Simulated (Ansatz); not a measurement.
# Se on Zr(0001): change of the work function

Aim: the work function of Zr(0001) at several coverages of Se (fcc site), and the dipole that each adsorbate carries.

Main program and level: Ansatz 0.2.0; plane-wave DFT, PBE, Ansatz PAW.

Report form: the programs' logs are mostly left out.

### Step 1. The starting structure

The cell holds 4 atoms: 4 Zr. Cell: a = 3.230 Å, b = 3.230 Å, c = 25.718 Å, α = 90.0°, β = 90.0°, γ = 60.0°. Vacuum lies along c.

### Step 2. The clean slab

The bare slab comes first, as the zero from which every change is counted. The two lowest layers are held at bulk places and the upper ones relax. The dipole correction removes the false field that a one-sided slab makes across the periodic vacuum, so each face gets a flat vacuum level of its own.

input.yaml

```yaml
crystal:
  lattice:
    - [3.23, 0.0, 0.0]
    - [1.615, 2.7972620542, 0.0]
    - [0.0, 0.0, 25.718085]
  atoms:
    - { symbol: Zr, position: [0.6666666667, 0.6666666667, 0.3499482951] }
    - { symbol: Zr, position: [0.0, 0.0, 0.449982765] }
    - { symbol: Zr, position: [0.6666666667, 0.6666666667, 0.550017235] }
    - { symbol: Zr, position: [0.0, 0.0, 0.6500517049] }
kpoints:
  mp_grid: { grid: [12, 12, 1] }
hamiltonian:
  xc: pbe
scf:
  occupations: { method: fermi_dirac, width: 0.1 }
  convergence: { dr2_threshold: 1.0e-08 }
efield:
  axis: 3
  dipole_correction: true
  ramp_position: 0.97
  ramp_width: 0.06
relax:
  f_tol: 0.02
  max_steps: 60
  constraints: [{ sites: [0, 1] }]
output:
  write_potential: true
  write_density: true
  volumetric_format: npy
```

Started as:

```console
$ ansatz run input.yaml --threads 4 --pin off --max-ram 16384MiB --backend cpu --events-out ev --progress --plain --runs-dir out
```

Elapsed: 13 s, on 4 threads of Arm Neoverse V1, shared host; peak memory 0.57 GiB; 49 s of CPU time.

Relaxation path:

```csv
step,energy less that of the first step (eV),largest force component (eV/Å)
1,0.0000,0.6086
2,-0.0225,0.4689
3,-0.0383,0.0532
4,-0.0387,0.0081
```

The run keeps the 6 symmetry operations that it works with, so distortions that break them were not tested.

The atoms that moved most (Å):

```csv
atom,dx,dy,dz,length
Zr3,0.000,0.000,0.100,0.100
Zr4,0.000,0.000,-0.033,0.033
```

This step gave:

```yaml
energy_at_zero_smearing: -16733.4762 eV
work_function_upper_face: 4.165 eV
dipole_along_the_normal: 7.18e-4 e·Å
```

Running mean over 2.573 Å of the planar mean; the ramp of the sawtooth is left out. Table of electron's electrostatic potential energy less the Fermi level by z:

z (Å), electron's electrostatic potential energy less the Fermi level (eV) and a bar from the least value:
```
      3.5       4.18 ##############################
      4.0       4.18 ##############################
      4.5       4.17 ##############################
      5.0       4.15 ##############################
      5.5       4.09 ##############################
      6.0       3.92 #############################
      6.5       3.43 ############################
      7.0       2.15 #########################
      7.5      -1.01 ##################
      8.0      -5.14 #########
      8.5      -7.74 ####
      9.0      -8.45 ##
      9.5      -8.43 ##
     10.0      -8.32 ##
     10.5      -8.28 ##
     11.0      -8.29 ##
     11.5      -8.29 ##
     12.0      -8.16 ###
     12.5      -7.78 ###
     13.0      -7.60 ####
     13.5      -7.92 ###
     14.0      -8.25 ##
     14.5      -8.50 ##
     15.0      -9.02 #
     15.5      -9.34 
     16.0      -9.04 #
     16.5      -8.65 ##
     17.0      -8.19 ###
     17.5      -6.36 #######
     18.0      -2.56 ###############
     18.5       1.19 #######################
     19.0       3.09 ############################
     19.5       3.78 #############################
     20.0       4.03 ##############################
     20.5       4.12 ##############################
     21.0       4.15 ##############################
     21.5       4.16 ##############################
     22.0       4.16 ##############################
     22.5       4.16 ##############################
```

The relaxation took 4 steps and lowered the energy by 0.039 eV; the largest force on the free atoms ends at 0.0081 eV/Å.

The work function of the upper face is 4.17 eV.

### Step 3. The covered slab, k-mesh 4×4×1, coverage 0.111 ML

System of this step: Se/Zr(0001). The cell holds 37 atoms: 36 Zr and 1 Se. Cell: a = 9.690 Å, b = 9.690 Å, c = 28.084 Å, α = 90.0°, β = 90.0°, γ = 60.0°. Vacuum lies along c.

The clean slab as it ended is repeated in the plane and the adsorbate is set on one face; the cell's size fixes the coverage, and the k-mesh shrinks with it to keep the sampling density about even. Adsorbate and upper layers relax, since the dipole depends on the height.

input.yaml

```yaml
crystal:
  lattice:
    - [9.69, 0.0, 0.0]
    - [4.845, 8.3917861626, 0.0]
    - [0.0, 0.0, 28.0835408851]
  atoms:
    - { symbol: Zr, position: [0.2222222222, 0.2222222222, 0.320472409] }
    - { symbol: Zr, position: [0.0, 0.0, 0.4120810494] }
    - { symbol: Zr, position: [0.2222222222, 0.2222222222, 0.5072351472] }
    - { symbol: Zr, position: [0.0, 0.0, 0.594106503] }
    - { symbol: Zr, position: [0.2222222222, 0.5555555556, 0.320472409] }
    - { symbol: Zr, position: [0.0, 0.3333333333, 0.4120810494] }
    - { symbol: Zr, position: [0.2222222222, 0.5555555556, 0.5072351472] }
    - { symbol: Zr, position: [0.0, 0.3333333333, 0.594106503] }
[... 25 atom lines left out ...]
    - { symbol: Zr, position: [0.6666666667, 0.6666666667, 0.4120810494] }
    - { symbol: Zr, position: [0.8888888889, 0.8888888889, 0.5072351472] }
    - { symbol: Zr, position: [0.6666666667, 0.6666666667, 0.594106503] }
    - { symbol: Se, position: [0.1111111111, 0.1111111111, 0.679527591] }
kpoints:
  mp_grid: { grid: [4, 4, 1] }
hamiltonian:
  xc: pbe
scf:
  occupations: { method: fermi_dirac, width: 0.1 }
  convergence: { dr2_threshold: 1.0e-08 }
efield:
  axis: 3
  dipole_correction: true
  ramp_position: 0.97
  ramp_width: 0.06
relax:
  f_tol: 0.02
  max_steps: 60
  constraints:
    - { sites: [0, 1, 4, 5, 8, 9, 12, 13, 16, 17, 20, 21, 24, 25, 28, 29, 32, 33] }
output:
  write_potential: true
  write_density: true
  volumetric_format: npy
```

Run time: 13 min. Hardware: 4 threads; peak memory 9.9 GiB; 39 min of CPU time.

Step by step:

```csv
step,energy less that of the first step (eV),largest force component (eV/Å)
1,0.0000,2.6543
2,-0.6048,1.5829
3,-0.8071,0.3225
4,-0.8493,0.0962
5,-0.8566,0.0502
6,-0.8585,0.0185
```

The run keeps the 6 symmetry operations that it works with, so distortions that break them were not tested.

The atoms that moved most (Å):

```csv
atom,dx,dy,dz,length
Se37,0.000,0.000,-0.515,0.515
Zr4,-0.082,-0.048,0.034,0.101
Zr16,0.082,-0.048,0.034,0.101
Zr8,0.000,0.095,0.034,0.101
Zr23,0.013,-0.007,-0.047,0.050
Zr35,-0.013,-0.007,-0.047,0.050
Zr31,0.000,0.015,-0.047,0.050
Zr32,-0.038,0.022,0.017,0.047
```

Final coordinates:

```xyz
37
Lattice="9.6900 0.0000 0.0000 4.8450 8.3918 0.0000 0.0000 0.0000 28.0835" Properties=species:S:1:pos:R:3
Zr    3.2300    1.8648    9.0000
Zr    0.0000    0.0000   11.5727
Zr    3.2260    1.8626   14.2821
Zr   -0.0824   -0.0476   16.7187
Zr    4.8450    4.6621    9.0000
Zr    1.6150    2.7973   11.5727
Zr    4.8276    4.6721   14.2455
Zr    1.6150    2.8924   16.7187
Zr    6.4600    7.4594    9.0000
Zr    3.2300    5.5945   11.5727
Zr    6.4600    7.4639   14.2821
Zr    3.2136    5.6040   16.6783
Zr    6.4600    1.8648    9.0000
Zr    3.2300    0.0000   11.5727
Zr    6.4600    1.8448   14.2455
Zr    3.3124   -0.0476   16.7187
Zr    8.0750    4.6621    9.0000
Zr    4.8450    2.7973   11.5727
Zr    8.0924    4.6721   14.2455
Zr    4.8833    2.8194   16.7013
Zr    9.6900    7.4594    9.0000
Zr    6.4600    5.5945   11.5727
Zr    9.7027    7.4520   14.1975
Zr    6.4600    5.5503   16.7013
Zr    9.6900    1.8648    9.0000
Zr    6.4600    0.0000   11.5727
Zr    9.6940    1.8626   14.2821
Zr    6.4600   -0.0189   16.6783
Zr   11.3050    4.6621    9.0000
Zr    8.0750    2.7973   11.5727
Zr   11.3050    4.6768   14.1975
Zr    8.0367    2.8194   16.7013
Zr   12.9200    7.4594    9.0000
Zr    9.6900    5.5945   11.5727
Zr   12.9073    7.4520   14.1975
Zr    9.7064    5.6040   16.6783
Se    1.6150    0.9324   18.5689
```

Numbers from this step:

```
energy at zero smearing        : -156073.6300 eV
work function, upper face      : 4.318 eV
work function, lower face      : 4.174 eV
dipole along the normal        : -0.06436 e·Å
step between the vacuum levels : 0.1432 eV
```

Running mean over 2.573 Å of the planar mean; the ramp of the sawtooth is left out. The electron's electrostatic potential energy less the Fermi level by z:

z (Å), electron's electrostatic potential energy less the Fermi level (eV) and a bar from the least value:
```
      3.5       4.17 ##############################
      4.0       4.17 ##############################
      4.5       4.16 ##############################
      5.0       4.14 ##############################
      5.5       4.08 #############################
      6.0       3.91 #############################
      6.5       3.43 ############################
      7.0       2.13 #########################
      7.5      -1.01 ##################
      8.0      -5.13 #########
      8.5      -7.75 ###
      9.0      -8.44 ##
      9.5      -8.43 ##
     10.0      -8.32 ##
     10.5      -8.28 ##
     11.0      -8.29 ##
     11.5      -8.29 ##
     12.0      -8.17 ##
     12.5      -7.80 ###
     13.0      -7.62 ###
     13.5      -7.92 ###
     14.0      -8.23 ##
     14.5      -8.45 ##
     15.0      -8.89 #
     15.5      -9.18 
     16.0      -8.93 #
     16.5      -8.65 #
     17.0      -8.35 ##
     17.5      -6.78 #####
     18.0      -3.18 #############
     18.5       0.56 ######################
     19.0       2.54 ##########################
     19.5       3.40 ############################
     20.0       3.87 #############################
     20.5       4.15 ##############################
     21.0       4.28 ##############################
     21.5       4.31 ##############################
     22.0       4.31 ##############################
     22.5       4.32 ##############################
     23.0       4.32 ##############################
     23.5       4.32 ##############################
     24.0       4.32 ##############################
     24.5       4.32 ##############################
     25.0       4.32 ##############################
```

The relaxation took 6 steps and lowered the energy by 0.86 eV; the largest force on the free atoms ends at 0.019 eV/Å.

The covered face has 4.32 eV, +0.15 eV against the clean one; the bare back face has moved by -0.01 eV, a measure of how thin the slab is.

### Step 4. Adsorbate added, k-mesh 6×6×1, coverage 0.25 ML

System of this step: Se/Zr(0001). The cell holds 17 atoms: 16 Zr and 1 Se. Cell: a = 6.460 Å, b = 6.460 Å, c = 28.084 Å, α = 90.0°, β = 90.0°, γ = 60.0°. Vacuum lies along c.

Another coverage, to see how the dipoles act on each other as their distance changes.

input.yaml

```yaml
crystal:
  lattice:
    - [6.46, 0.0, 0.0]
    - [3.23, 5.5945241084, 0.0]
    - [0.0, 0.0, 28.0835408851]
  atoms:
    - { symbol: Zr, position: [0.3333333333, 0.3333333333, 0.320472409] }
    - { symbol: Zr, position: [0.0, 0.0, 0.4120810494] }
    - { symbol: Zr, position: [0.3333333333, 0.3333333333, 0.5072351472] }
    - { symbol: Zr, position: [0.0, 0.0, 0.594106503] }
    - { symbol: Zr, position: [0.3333333333, 0.8333333333, 0.320472409] }
    - { symbol: Zr, position: [0.0, 0.5, 0.4120810494] }
    - { symbol: Zr, position: [0.3333333333, 0.8333333333, 0.5072351472] }
    - { symbol: Zr, position: [0.0, 0.5, 0.594106503] }
    - { symbol: Zr, position: [0.8333333333, 0.3333333333, 0.320472409] }
    - { symbol: Zr, position: [0.5, 0.0, 0.4120810494] }
    - { symbol: Zr, position: [0.8333333333, 0.3333333333, 0.5072351472] }
    - { symbol: Zr, position: [0.5, 0.0, 0.594106503] }
    - { symbol: Zr, position: [0.8333333333, 0.8333333333, 0.320472409] }
    - { symbol: Zr, position: [0.5, 0.5, 0.4120810494] }
    - { symbol: Zr, position: [0.8333333333, 0.8333333333, 0.5072351472] }
    - { symbol: Zr, position: [0.5, 0.5, 0.594106503] }
    - { symbol: Se, position: [0.1666666667, 0.1666666667, 0.679527591] }
kpoints:
  mp_grid: { grid: [6, 6, 1] }
hamiltonian:
  xc: pbe
scf:
  occupations: { method: fermi_dirac, width: 0.1 }
  convergence: { dr2_threshold: 1.0e-08 }
efield:
  axis: 3
  dipole_correction: true
  ramp_position: 0.97
  ramp_width: 0.06
relax:
  f_tol: 0.02
  max_steps: 60
  constraints: [{ sites: [0, 1, 4, 5, 8, 9, 12, 13] }]
output:
  dos: { projected: true, e_range: [-8, 4] }
  write_potential: true
  write_density: true
  volumetric_format: npy
  elf: true
```

Elapsed: 2.8 min, on 4 threads; peak memory 3 GiB; 11 min of CPU time.

The steps of the relaxation:

```csv
step,energy less that of the first step (eV),largest force component (eV/Å)
1,0.0000,2.7028
2,-0.5863,1.5735
3,-0.7663,0.2445
4,-0.7855,0.1437
5,-0.7889,0.0235
6,-0.7891,0.0108
```

Forces are held to the 6 operations that the run works with; a distortion that breaks them can't arise in this run.

The atoms that moved most (Å):

```csv
atom,dx,dy,dz,length
Se17,0.000,0.000,-0.468,0.468
Zr8,0.000,0.060,0.032,0.068
Zr12,0.052,-0.030,0.032,0.068
Zr4,-0.052,-0.030,0.032,0.068
Zr15,0.000,0.000,-0.068,0.068
Zr16,0.000,0.000,0.031,0.031
Zr3,0.003,0.002,0.016,0.016
Zr11,-0.003,0.002,0.016,0.016
```

Final coordinates:

```xyz
17
Lattice="6.4600 0.0000 0.0000 3.2300 5.5945 0.0000 0.0000 0.0000 28.0835" Properties=species:S:1:pos:R:3
Zr    3.2300    1.8648    9.0000
Zr    0.0000    0.0000   11.5727
Zr    3.2334    1.8668   14.2609
Zr   -0.0517   -0.0299   16.7170
Zr    4.8450    4.6621    9.0000
Zr    1.6150    2.7973   11.5727
Zr    4.8450    4.6581   14.2609
Zr    1.6150    2.8570   16.7170
Zr    6.4600    1.8648    9.0000
Zr    3.2300    0.0000   11.5727
Zr    6.4566    1.8668   14.2609
Zr    3.2817   -0.0299   16.7170
Zr    8.0750    4.6621    9.0000
Zr    4.8450    2.7973   11.5727
Zr    8.0750    4.6621   14.1773
Zr    4.8450    2.7973   16.7155
Se    1.6150    0.9324   18.6152
```

This step gave:

```
energy at zero smearing        : -72406.1926 eV
work function, upper face      : 4.565 eV
work function, lower face      : 4.171 eV
dipole along the normal        : -0.07862 e·Å
step between the vacuum levels : 0.3937 eV
```

The density of states has structure finer than the step of the table below, so its rows give means over 0.25 eV, whole bins alone (the curve runs from -8 to 1.11 eV). Peaks (eV: height): -1.110: 37.1, -0.600: 35.8, 0.030: 33.4, 0.180: 38.0, 0.330: 35.0, 0.900: 41.2, 0.960: 47.9.

Density of states against energy, zero at the Fermi level; means over each step:

```csv
energy (eV),density of states (states/eV a cell)
-5.50,0
-5.25,0.112
-5.00,1.17
-4.75,1.23
-4.50,1.32
-4.25,2.73
-4.00,3.95
-3.75,3.78
-3.50,7.95
-3.25,14.2
-3.00,7.08
-2.75,11.1
-2.50,15.0
-2.25,18.4
-2.00,21.6
-1.75,21.7
-1.50,16.6
-1.25,15.7
-1.00,22.0
-0.75,24.6
-0.50,21.6
-0.25,19.1
0.00,26.6
0.25,28.7
0.50,25.2
0.75,27.2
```

Projected DOS per atom over height of the atomic layer and energy from the Fermi level. Layers: Zr4 Zr4 Zr4 Zr4 Se from below.

Ten even steps from '_' (0.00 states/eV) to '@' (5.47 states/eV), each cell a mean:
```
--------__
==::::::__
==::::--__
::....::__
::::::::__
::::::..__
....::::..
::::::::..
..::::....
__....__..
______..@@
________::
__________
__________
__________
__________
__________
__________
__________
__________
__________
__________
```
Columns: height of the atomic layer (Å) from 9 to 18.6 (not evenly spaced); rows upwards: energy from the Fermi level (eV) from -7.96 to 1.04.

Valence density in the ca plane at fractional y = 0.000, with atoms of Zr within 0.2 Å of it. It is the smooth field of the valence electrons, not physical close to the nuclei.

Ten steps, logarithmic in the rise over the least value, from '0' (0.0 e/Å³) to '9' (3.9 e/Å³), each cell a mean:
```
33479998643333334699996311000000000000000000
33357887433344433579975210000000000000000000
43334554333455433356653210000000000000000000
43333333333566543334433210000000000000000000
43333333333566543334433210000000000000000000
43345554333455433456653210000000000000000000
33357987433344433579985210000000000000000000
33479998643333334699996311000000000000000000
33479999643333444699996322110000000000000000
33468998533334434589985433211000000000000000
43346775433344433456754444431000000000000000
43334443333455543334444555532100000000000000
43333333333466543333334556542100000000000000
43334443333455543334444555532100000000000000
43346775433344433456654444431000000000000000
33468998533334434589985433211000000000000000
33479999643333444699997322110000000000000000
```
Columns run along c (16.0 Å, from fractional 0.34 to 0.91 of the cell), rows up along a (6.5 Å). Atoms in or near the plane, at fractional coordinates: Zr at (0.41, 0.00), Zr at (0.60, 0.99), Zr at (0.41, 0.50), Zr at (0.60, 0.51).

ELF in the ca plane at fractional y = 0.000, with atoms of Zr within 0.2 Å of it. It is the smooth field of the valence electrons, not physical close to the nuclei.

Ten even steps from '0' (0.00) to '9' (0.80), each cell a mean:
```
75269679436777873596596101110000000000000000
44237996234333442279983100000000000000000000
23322332232122223223432211000000000000000000
22453223431255224432234442100000000000000000
22443223431244224432234442100000000000000000
23322432232122223224432211000000000000000000
44237996234333452279983100000000000000000000
75269579436767873596596101110000000000000000
85379359536888983595496123432100000000000000
65259898335545663389984367765310000000000000
33224763233222233236532699987521000000000000
22432222342133223322125899998631000000000000
22454223542245313542237999999642000000000000
22432222342133223322125899998631000000000000
33224763233222233236532699987521000000000000
65259998325545663389983367765310000000000000
85379259536888983594496123432100000000000000
```
Columns run along c (16.0 Å, from fractional 0.34 to 0.91 of the cell), rows up along a (6.5 Å). Atoms in or near the plane, at fractional coordinates: Zr at (0.41, 0.00), Zr at (0.60, 0.99), Zr at (0.41, 0.50), Zr at (0.60, 0.51).

Electrostatic potential energy in the ca plane at fractional y = 0.000, with atoms of Zr within 0.2 Å of it. With pseudopotentials it is smooth inside the atoms' cores, unlike the true potential.

Values in eV, 9 rows by 16 columns, each cell a mean:
```
  2 -30 -42   0   3   3 -23 -51  -5   6   7   7   7   7   7   7
  1  -1  -4   2  -7  -1  -1  -7   3   6   7   7   7   7   7   7
  0   1   0   2  -9  -2   1  -2   4   7   7   7   7   7   7   7
  2 -23 -33   1   1   2 -18 -42  -3   6   7   7   7   7   7   7
  3 -40 -53  -1   4   4 -30 -59  -7   6   7   7   7   7   7   7
  2 -13 -21   2  -1   1  -7 -21  -1   3   7   7   7   7   7   7
  0   3   2   3  -9  -4   3   2  -1  -5   6   7   7   7   7   7
  1  -7 -11   2  -3  -1  -3 -11   0   1   6   7   7   7   7   7
  3 -37 -50  -1   4   4 -26 -55  -5   6   7   7   7   7   7   7
```
Columns run along c (16.0 Å, from fractional 0.34 to 0.91 of the cell; values clipped at the 3rd and 97th percentile), rows up along a (6.5 Å). Atoms in or near the plane, at fractional coordinates: Zr at (0.41, 0.00), Zr at (0.60, 0.99), Zr at (0.41, 0.50), Zr at (0.60, 0.51).

The relaxation took 6 steps and lowered the energy by 0.79 eV; the largest force on the free atoms ends at 0.011 eV/Å.

By hand: a sheet of dipoles makes a step −p/(ε₀A) in the electron's potential. With e/ε₀ = 180.95 V·Å, p = -0.07862 e·Å and A = 36.14 Å², that is −180.95 × (-0.07862) / 36.14 = +0.394 eV, and the two vacuum levels of the run differ by +0.394 eV.

The covered face has 4.57 eV, +0.40 eV against the clean one; the bare back face has moved by -0.01 eV, a measure of how thin the slab is.

(Part 1 of 2 ends here.)

[Logs are printed without paths, hosts, clocks, repeated set-up lines and the standing remarks that a program may print on its own settings, such as how far it seeks lower states.]

[Hosts, paths, dates, database ids (printed as entryN), source tags and the programs' standing remarks are cut or masked in the printed files.]

[Maps of the electrostatic potential energy from Ansatz leave out the sawtooth potential of an applied field or a dipole correction, so their vacuum need not be flat; planar profiles and work functions include it.]

[The density of states shown here was stored with 400 of the rows of the run's finer table, so its peaks can read low, often by over a quarter, or be missed, and its means over a window can be off by a tenth or more.]
